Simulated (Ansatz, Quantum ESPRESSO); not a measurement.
# arsenene, 1 layer, rectangular cell: the energy at a withheld member of a series

**Set-up.** Quantum ESPRESSO 7.5, PBE, GBRV ultrasoft. Cell and atoms are first relaxed; each strained cell is then held, the other axis too, and the atoms relax in it. A periodic run with 15 Å of vacuum in the starting cell gives the vacuum levels, and bands follow along a path. The series steps strain along the second axis. Energies count from the lowest.

```tsv
strain along the second axis	energy (eV)
-4 %	0.0652
-3 %	0.0363
-2 %	0.0161
-1 %	0.0041
0 %	0.0000
1 %	0.0032
2 %	0.0135
3 %	0.0302
```

To predict: What is the energy at 4 %?

By hand: The rows at 2 % and 3 % give a slope of (0.0302 − (0.0135))/(3 − (2)) = 0.0167, so a straight line gives 0.0469 eV. A parabola through these and the row at 1 % gives 0.0533 eV.

**The withheld run.** 0.0531 eV. The line misses by −0.0062 and the parabola by +0.0002 eV. The parabola does better.

**Limits.** Semilocal gaps are too small; the 1×1 cell can't ripple over many cells under compression as a free sheet would. No spin-orbit coupling.

[Logs are printed without paths, hosts, clocks, repeated set-up lines and the standing remarks that a program may print on its own settings, such as how far it seeks lower states.]
